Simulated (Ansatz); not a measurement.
# HfSi (model cell, started as zinc blende): from the cell to its phonons, part 2 of 2

How does HfSi (model cell, started as zinc blende) vibrate, and is this structure a minimum?

Ansatz 0.2.0; DFT r2SCAN, scalar-relativistic, plane waves, PAW.

So far. Step 4 (Tight relaxation): The forces vanish by symmetry and the pressure is 0.000 GPa, within the tolerances set. The cell now holds 27.66 Å³/atom. Step 5 (Linear response at the zone centre): Before it was imposed, the acoustic sum rule was missed by 4.4e-5 eV/Å² and the charge sum rule by 0.0017 e. Small misses are needed for a sound result but don't prove that mesh and cutoff are converged. The lowest optical mode is real, 306 cm⁻¹. The relaxed cell has a = 6.048 Å (conventional setting).

The structure was built from a prototype and need not be the compound's stable phase.

## 6. Response at finite wavevector (continued)

The partial phonon density of states has structure finer than the step of the table below, so its rows give means over 20 cm⁻¹, whole bins alone (the curve runs from -27.1 to 373 cm⁻¹). Peaks (cm⁻¹: height): Hf -9.5: 0.00983, 30.8: 0.0676, 121.4: 0.0334, 292.6: 0.0140; Si 30.8: 0.0109, 292.6: 0.0875, 327.8: 0.0564.

Phonopy on the run's constants, 17x17x17 mesh, Gaussian sigma 2.9 cm-1. Interpolated from a 4×4×4 q mesh. Table of partial phonon density of states by wavenumber; means over each step; values in 1/cm⁻¹/cell:

```csv
wavenumber (cm⁻¹),Hf,Si
0,0.00509,8.6e-4
20,0.0365,0.00617
40,0.0427,0.00633
60,0.00202,2.6e-4
80,0.00452,4.6e-4
100,0.0122,7.5e-4
120,0.0270,5.9e-4
140,0.00102,2.9e-6
160,0,0
180,0,0
200,0,0
220,0,0
240,0,0
260,4.2e-6,3.1e-5
280,0.00633,0.0408
300,0.00738,0.0454
320,4.8e-4,0.0236
340,0.00154,0.0226
360,2.1e-4,0.00162
```

Second derivatives of the energy by pair, one row for each kind of neighbour of each atom listed. Each entry sums the pair over the periodic images of the supercell that the q mesh stands for, and in a polar crystal it holds the long-range dipole part too. Force constants by pair, by row:

| atom | neighbour | distance (Å) | third of the trace (eV/Å²) | along the pair's line (eV/Å²) |
| --- | --- | --- | --- | --- |
| Hf1 | itself | 0 | 8.986 | – |
| Hf1 | Si | 2.619 | -2.212 | -5.89 |
| Hf1 | Hf | 4.277 | 0.0527 | -0.2441 |
| Hf1 | Si | 5.015 | -0.058 | 0.1617 |
| Hf1 | Hf | 6.048 | -0.0747 | -0.2585 |
| Hf1 | Si | 6.591 | 0.0574 | 0.1453 |
| Hf1 | Hf | 7.407 | -0.0252 | -0.0925 |
| Si2 | itself | 0 | 8.643 | – |
| Si2 | Hf | 2.619 | -2.212 | -5.89 |
| Si2 | Si | 4.277 | 0.0494 | -0.4634 |
| Si2 | Hf | 5.015 | -0.058 | 0.1617 |
| Si2 | Si | 6.048 | -0.042 | -0.1156 |
| Si2 | Hf | 6.591 | 0.0574 | 0.1453 |
| Si2 | Si | 7.407 | -0.0137 | -0.0824 |

Symmetry leaves 8 wavevectors to solve. The lowest mode among them, the acoustic zeros apart, lies at q = (0, 0, 0.25) and is slightly imaginary, 3.3i cm⁻¹, too near zero to call. Between them the interpolated path dips to 17i cm⁻¹.

## 7. Another isotope, element Hf, natural mass 178.486 amu

An isotope changes the mass and not the force constants, so no new electronic calculation is needed; the shifts show which modes move this element.

The same force constants with the mass of Hf changed from 178.486 to 173.940 u (phonopy, no LO-TO term). Both lists are sorted by frequency; levels can cross, so a row need not hold one and the same mode. Modes under 3 cm⁻¹ are left out. Isotope shifts, by row:

| q | rank | natural mass (cm⁻¹) | changed mass (cm⁻¹) |
| --- | --- | --- | --- |
| 0 0 0 | 4 | 305.9 | 306.4 |
| 0 0 0 | 5 | 305.9 | 306.4 |
| 0 0 0 | 6 | 305.9 | 306.4 |
| 0 0 0.25 | 1 | -3.29 | -3.33 |
| 0 0 0.25 | 2 | -3.29 | -3.33 |
| 0 0 0.25 | 3 | 77.78 | 78.69 |
| 0 0 0.25 | 4 | 300.7 | 301.2 |
| 0 0 0.25 | 5 | 300.7 | 301.2 |
| 0 0 0.25 | 6 | 345.2 | 345.6 |
| 0 0 -0.5 | 1 | 19.19 | 19.4 |
| 0 0 -0.5 | 2 | 19.19 | 19.4 |
| 0 0 -0.5 | 3 | 111.7 | 113.1 |
| 0 0 -0.5 | 4 | 296.5 | 297.1 |
| 0 0 -0.5 | 5 | 296.5 | 297.1 |
| 0 0 -0.5 | 6 | 330.6 | 330.8 |
| 0 0.25 0.25 | 1 | 17.77 | 17.97 |
| 0 0.25 0.25 | 2 | 17.77 | 17.97 |
| 0 0.25 0.25 | 3 | 83.53 | 84.51 |
| 0 0.25 0.25 | 4 | 292.5 | 293 |
| 0 0.25 0.25 | 5 | 292.5 | 293 |
| 0 0.25 0.25 | 6 | 345.9 | 346.3 |

A mode of this element alone would shift by +1.30 %. The highest zone-centre frequency without the field goes from 305.9 to 306.4 cm⁻¹ (+0.2 %). The product of the frequency ratios over all optical modes at Γ is 1.005; the product rule, (m/m′)^(3k/2) (M′/M)^(3/2) with k = 1 such atoms and M the mass of the cell, gives 1.005.

## 8. Isotope substitution, element Si, natural mass 28.085 amu

The same for Si, from 28.09 to 29.97 u.

The same force constants with the mass of Si changed from 28.085 to 29.974 u (phonopy, no LO-TO term). Both lists are sorted by frequency; levels can cross, so a row need not hold one and the same mode. Modes under 3 cm⁻¹ are left out. Isotope shifts, by row:

```csv
q,rank,natural mass (cm⁻¹),changed mass (cm⁻¹)
0 0 0,4,305.9,297.4
0 0 0,5,305.9,297.4
0 0 0,6,305.9,297.4
0 0 0.25,1,-3.29,-3.28
0 0 0.25,2,-3.29,-3.28
0 0 0.25,3,77.78,77.53
0 0 0.25,4,300.7,292.5
0 0 0.25,5,300.7,292.5
0 0 0.25,6,345.2,335.3
0 0 -0.5,1,19.19,19.09
0 0 -0.5,2,19.19,19.09
0 0 -0.5,3,111.7,111.5
0 0 -0.5,4,296.5,288.5
0 0 -0.5,5,296.5,288.5
0 0 -0.5,6,330.6,320.5
0 0.25 0.25,1,17.77,17.69
0 0.25 0.25,2,17.77,17.69
0 0.25 0.25,3,83.53,83.28
0 0.25 0.25,4,292.5,284.4
0 0.25 0.25,5,292.5,284.4
0 0.25 0.25,6,345.9,335.9
```

A mode of this element alone would shift by -3.20 %. The highest zone-centre frequency without the field goes from 305.9 to 297.4 cm⁻¹ (-2.8 %). The product of the frequency ratios over all optical modes at Γ is 0.919; the product rule, (m/m′)^(3k/2) (M′/M)^(3/2) with k = 1 such atoms and M the mass of the cell, gives 0.919.

## 9. Summary of results

* space group after relaxation (within 0.01 Å): F-43m
* volume per atom: 27.7 Å³
* gap on the k-mesh: 0.316 eV
* highest optical mode at the zone centre (no LO-TO term): 306 cm⁻¹
* top of the zone-centre spectrum with the field: 352 cm⁻¹
* lowest optical zone-centre mode: 306 cm⁻¹
* mean high-frequency dielectric constant: 20.8
* mean static dielectric constant: 27.6
* largest Born charge (third of the trace): 4.17 e
* lowest mode on the q mesh (acoustic modes at Γ apart): -3.3 cm⁻¹
* highest frequency on the path or at a solved wavevector: 352 cm⁻¹
* imaginary modes on the 4×4×4 q mesh: one or more, weakly

In words: No mode is clearly imaginary at the 8 irreducible wavevectors solved, but the lowest, 3.3i cm⁻¹, is too near zero to call. Without the field, the optical modes at Γ form one degenerate level at 306 cm⁻¹. The highest mode in this list at Γ, 305.9 cm⁻¹, is mostly motion of Si (86 % of the kinetic energy). With the macroscopic field of the longitudinal modes the top of the zone-centre spectrum lies at 352 cm⁻¹, against 306 cm⁻¹ without it. Lattice motion raises the mean dielectric constant from 20.78 to 27.59. The strongest infrared line is at 306 cm⁻¹. The interpolated path dips to 17i cm⁻¹ between the solved wavevectors, which may come from the interpolation; a denser q mesh would tell. With the field response the log warns that the k mesh is coarse for the force constants too, so the frequencies may not be converged. The program warns that the interpolation holds no quadrupole term, so branches close to Γ can be off in this crystal. Spin-orbit coupling is left out, which can matter for the heavy elements here. The starting cell was built on a prototype and not taken from a measurement, so the phase need not exist. These are harmonic frequencies at zero temperature: anharmonic shifts, linewidths and thermal expansion are left out.

[Logs are printed without paths, hosts, clocks, repeated set-up lines and the standing remarks that a program may print on its own settings, such as how far it seeks lower states.]

[Hosts, paths, dates, database ids (printed as entryN), source tags and the programs' standing remarks are cut or masked in the printed files.]
